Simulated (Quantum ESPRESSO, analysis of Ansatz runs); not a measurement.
# A hop of Li in Li5AuO4 (C2/m), charge −1 (Quantum ESPRESSO), part 2 of 3

Wanted: path and barrier of a jump of Li in Li5AuO4 (C2/m) at charge −1. The case: V_Li hop (2.4 Å), in a cell of 80 host atoms with 1 Li taken out.

Quantum ESPRESSO 7.5; Quantum ESPRESSO plane-wave DFT, PBEsol, GBRV 1.5 PBEsol potentials; nudged elastic band between two relaxed defect structures at fixed charge in a uniform background.

So far: The starting structure; Relaxation of the start point, charge −1.

## 3. Relaxation of the end point, charge −1

Level of this step: Quantum ESPRESSO plane-wave DFT, PBEsol, GBRV 1.5 PBEsol potentials; relaxation of all atoms of a defect supercell at fixed charge in a uniform background (Quantum ESPRESSO).

The end point is relaxed in the same cell and settings, so that the two energies compare. Atoms more than 3.2 Å from the middle of the hop start where the first relaxation left them, the nearer ones on or close to their ideal places, with small random displacements.

pw.in reads:

```
&CONTROL
  calculation = 'relax'
  prefix = 'pwscf'
  outdir = './tmp'
  pseudo_dir = './pseudo'
  tprnfor = .true.
  disk_io = 'low'
  nstep = 70
  forc_conv_thr = 0.0012
  etot_conv_thr = 0.0001
/
&SYSTEM
  ibrav = 0
  nat = 79
  ntyp = 3
  ecutwfc = 40
  ecutrho = 324
  nbnd = 203
  occupations = 'fixed'
  tot_charge = -1
  nosym = .true.
/
&ELECTRONS
  conv_thr = 8d-08
  electron_maxstep = 100
  mixing_beta = 0.5
/
&IONS
  ion_dynamics = 'bfgs'
/
ATOMIC_SPECIES
Li     6.9400 li_pbesol_v1.4.uspp.F.UPF
Au   196.9666 au_pbesol_v1.uspp.F.UPF
O     15.9990 o_pbesol_v1.2.uspp.F.UPF
CELL_PARAMETERS angstrom
   9.4068557866    0.0000000000   -0.0193648675
   0.0000000000    9.4188351948    0.0000000000
  -2.0705704397    0.0000000000    9.1679029864
ATOMIC_POSITIONS crystal
Li    -0.0004011070    0.7913794733    0.2492877753
Li     0.2492934770    0.2922766620    0.2506311621
[... 12 atom lines left out ...]
O      0.1217925006    0.3527484941    0.3740241809
[... 4 atom lines left out ...]
O      0.3731666263    0.1478222194    0.3758474980
[... 1 atom line left out ...]
Li     0.2494281688    0.2918725042    0.7489933517
[... 3 atom lines left out ...]
Li     0.5001954626    0.2834619483    0.5007282968
[... 3 atom lines left out ...]
Li     0.2489169439    0.4998777615    0.4997512139
[... 3 atom lines left out ...]
O      0.3779105160    0.3520745636    0.6259633635
[... 2 atom lines left out ...]
O      0.1284144135    0.1468403040    0.6248003562
[... 9 atom lines left out ...]
Li     0.4991999850    0.2079224913    0.2505447958
[... 18 atom lines left out ...]
Li     0.4993311753    0.2082142906    0.7506343828
[... 1 atom line left out ...]
Li     0.5000564878    0.0007601955    0.5007532568
[... 7 atom lines left out ...]
O      0.6273142527    0.1483293736    0.6254675934
[... 2 atom lines left out ...]
O      0.8721151932    0.1464447088    0.8755965115
K_POINTS gamma
```

Launch:

```console
> OMP_NUM_THREADS=1 mpirun -n 4 pw.x -in pw.in > pw.out
```

Log:

```text
[shortened: banners, details of potentials and solvers, and blank lines are left out]
[banner, memory and clock lines left out]
     gamma-point specific algorithms are used
     one sub-group per band group will be used
     bravais-lattice index     =            0
     lattice parameter (alat)  =      17.7764  a.u.
     unit-cell volume          =    5479.0634 (a.u.)^3
     number of atoms/cell      =           79
     number of atomic types    =            3
     number of electrons       =       398.00
     number of Kohn-Sham states=          203
     kinetic-energy cutoff     =      40.0000  Ry
     charge density cutoff     =     324.0000  Ry
     scf convergence threshold =      8.0E-08
     mixing beta               =       0.5000
     number of iterations used =            8  plain     mixing
     energy convergence thresh.=      1.0E-04
     force convergence thresh. =      1.2E-03
     Exchange-correlation= SLA  PW   PSX  PSC
                           (   1   4  10   8   0   0   0)
     nstep                     =           70
     crystal axes: (cart. coord. in units of alat)
               a(1) = (   0.999998   0.000000  -0.002059 )
               a(2) = (   0.000000   1.001271   0.000000 )
               a(3) = (  -0.220112   0.000000   0.974596 )
     PseudoPot. # 1 for Li read from file:
     li_pbesol_v1.4.uspp.F.UPF
     Pseudo is Ultrasoft, Zval =  3.0
     PseudoPot. # 2 for Au read from file:
     au_pbesol_v1.uspp.F.UPF
     Pseudo is Ultrasoft + core correction, Zval = 11.0
[...]
PseudoPot. # 3 for O  read from file:
     o_pbesol_v1.2.uspp.F.UPF
     Pseudo is Ultrasoft + core correction, Zval =  6.0
[...]
atomic species   valence    mass     pseudopotential
     Li                3.00     6.94000     Li( 1.00)
     Au               11.00   196.96660     Au( 1.00)
     O                 6.00    15.99900     O ( 1.00)
     No symmetry found
     site n.     atom                  positions (alat units)
         1        Li     tau(   1) = (  -0.0552724   0.7923856   0.2429557  )
         2        Li     tau(   2) = (   0.1941259   0.2926482   0.2437509  )
         3        Li     tau(   3) = (   0.0001129   0.2797080  -0.0000075  )
         4        Li     tau(   4) = (   0.2491178   0.7829381  -0.0003986  )
         5        Li     tau(   5) = (   0.0000384   0.7171050  -0.0000018  )
         6        Li     tau(   6) = (   0.2514529   0.2181418   0.0024848  )
         7        Li     tau(   7) = (  -0.0509086   0.2076386   0.2451813  )
         8        Li     tau(   8) = (   0.1940445   0.7082806   0.2425233  )
[...]
number of k points=     1
                       cart. coord. in units 2pi/alat
        k(    1) = (   0.0000000   0.0000000   0.0000000), wk =   2.0000000
     Dense  grid:   269731 G-vectors     FFT dimensions: ( 108, 108, 108)
     Smooth grid:    93630 G-vectors     FFT dimensions: (  72,  72,  72)
     Check: negative core charge=   -0.000006
     starting charge     379.4176, renormalised to     398.0000
     Self-consistent Calculation
     iteration #  1     ecut=    40.00 Ry     beta= 0.50
     total energy              =   -2476.55597230 Ry
     estimated scf accuracy    <      67.96918597 Ry
     iteration #  2     ecut=    40.00 Ry     beta= 0.50
     total energy              =   -2501.43417098 Ry
     estimated scf accuracy    <      91.15984722 Ry
     iteration #  3     ecut=    40.00 Ry     beta= 0.50
     total energy              =   -2510.82550757 Ry
     estimated scf accuracy    <      25.44778311 Ry
[...]
[... 146 further cycles ...]
[...]
estimated scf accuracy    <       0.00000002 Ry
     iteration #  8     ecut=    40.00 Ry     beta= 0.50
     total energy              =   -2513.62982225 Ry
     estimated scf accuracy    <          2.3E-09 Ry
     iteration #  9     ecut=    40.00 Ry     beta= 0.50
     total energy              =   -2513.62982226 Ry
     estimated scf accuracy    <          1.0E-09 Ry
     iteration # 10     ecut=    40.00 Ry     beta= 0.50
     End of self-consistent calculation
          k = 0.0000 0.0000 0.0000 ( 11696 PWs)   bands (ev):
   -38.2806 -38.2779 -38.2671 -38.2609 -38.2575 -38.2508 -38.2461 -38.2385
   -38.2292 -38.2179 -38.2115 -38.1959 -38.1735 -38.1633 -38.1422 -38.1377
   -38.1140 -38.1091 -38.1009 -38.0999 -38.0973 -38.0752 -38.0630 -38.0607
   -38.0551 -38.0441 -38.0347 -38.0307 -38.0254 -38.0199 -38.0193 -37.9951
   -37.9912 -37.9730 -37.9629 -37.8395 -37.8365 -37.6927 -37.6851 -12.7290
   -12.6386 -12.6009 -12.5829 -12.5297 -12.5156 -12.4335 -12.4179 -12.2843
   -12.2254 -12.2051 -12.1250 -12.1228 -12.1076 -12.0724 -12.0594 -12.0275
   -12.0228 -12.0013 -11.9970 -11.9668 -11.9528 -11.9424 -11.9221 -11.8660
[...]
highest occupied, lowest unoccupied level (ev):     4.4425    6.4689
!    total energy              =   -2513.62982226 Ry
     estimated scf accuracy    <          2.7E-10 Ry
     The total energy is the sum of the following terms:
     one-electron contribution =    -840.96909051 Ry
     hartree contribution      =     604.40396505 Ry
     xc contribution           =    -858.99398980 Ry
     ewald contribution        =   -1418.07070700 Ry
     convergence has been achieved in  10 iterations
     Forces acting on atoms (cartesian axes, Ry/au):
     atom    1 type  1   force =     0.00011490   -0.00000838    0.00013508
     atom    2 type  1   force =     0.00047211    0.00009736    0.00000630
     atom    3 type  1   force =     0.00014271    0.00013669   -0.00047722
     atom    4 type  1   force =    -0.00008774   -0.00002111   -0.00008011
     atom    5 type  1   force =    -0.00021912   -0.00004542    0.00000459
     atom    6 type  1   force =    -0.00011336   -0.00047675   -0.00001615
     atom    7 type  1   force =     0.00051443   -0.00061822    0.00024268
     atom    8 type  1   force =    -0.00001698   -0.00018183   -0.00051529
[...]
Total force =     0.005470     Total SCF correction =     0.000052
     Energy error            =      5.7E-05 Ry
     Gradient error          =      1.2E-03 Ry/Bohr
     bfgs converged in  16 scf cycles and  15 bfgs steps
     (criteria: energy <  1.0E-04 Ry, force <  1.2E-03 Ry/Bohr)
     End of BFGS Geometry Optimization
     Final energy             =   -2513.6298222556 Ry
Begin final coordinates
ATOMIC_POSITIONS (crystal)
Li              -0.0012199511        0.7931427511        0.2494227174
Li               0.2543595725        0.2836212154        0.2636397642
Li               0.0016170943        0.2826289459        0.0029107075
Li               0.2498651804        0.7824985304        0.0000471844
Li              -0.0009128838        0.7185304495       -0.0000513646
Li               0.2497455714        0.2205713809       -0.0002091606
Li               0.0038542514        0.2105594482        0.2526213840
Li               0.2484157037        0.7070542119        0.2497551165
[...]
End final coordinates
```

Run time: 10 min. Hardware: 4 MPI ranks of Arm Neoverse V1, shared host; peak memory 2.2 GiB.

Step by step:

```
step  energy less that of the first step (eV)
   0                                   0.0000
   1                                  -0.2445
   2                                  -0.4390
   3                                  -0.5680
   4                                  -0.6274
   5                                  -0.6630
   6                                  -0.6863
   7                                  -0.7013
   8                                  -0.7135
   9                                  -0.7213
  10                                  -0.7259
  11                                  -0.7295
  12                                  -0.7329
  13                                  -0.7351
  14                                  -0.7362
  15                                  -0.7370
```

The atoms that moved most (Å):

```csv
atom,dx,dy,dz,length
O37,-0.175,-0.082,0.119,0.227
O20,0.158,-0.090,-0.130,0.224
Li26,-0.162,-0.084,-0.045,0.188
Li65,0.154,-0.055,0.040,0.168
Li23,0.146,-0.054,0.043,0.162
Li2,0.021,-0.082,0.119,0.146
Li22,-0.019,-0.077,-0.122,0.145
Li47,0.060,0.020,-0.047,0.079
```

Neighbours of Li26 at the end:

```
atom  distance (Å)
 O20         1.880
 O34         1.912
 O76         1.998
 O55         2.049
Li66         2.414
Li47         2.484
Li65         2.561
Li68         2.580
```

This step gave:

```
highest filled level                                                                              : 4.443 eV
lowest empty level                                                                                : 6.469 eV
r.m.s. move of the farther half of the atoms                                                      : 0.01941 Å
largest move from the ideal geometry of this structure, a common shift of the far atoms taken out : 0.2281 Å
```

The relaxation gained 0.737 eV and ended with a largest force component of 0.030 eV/Å. The end lies within 1 meV of the start.

(Continued in part 3 of 3.)

[Logs are printed without paths, hosts, clocks, repeated set-up lines and the standing remarks that a program may print on its own settings, such as how far it seeks lower states.]

[Hosts, paths, dates, database ids (printed as entryN), source tags and the programs' standing remarks are cut or masked in the printed files.]
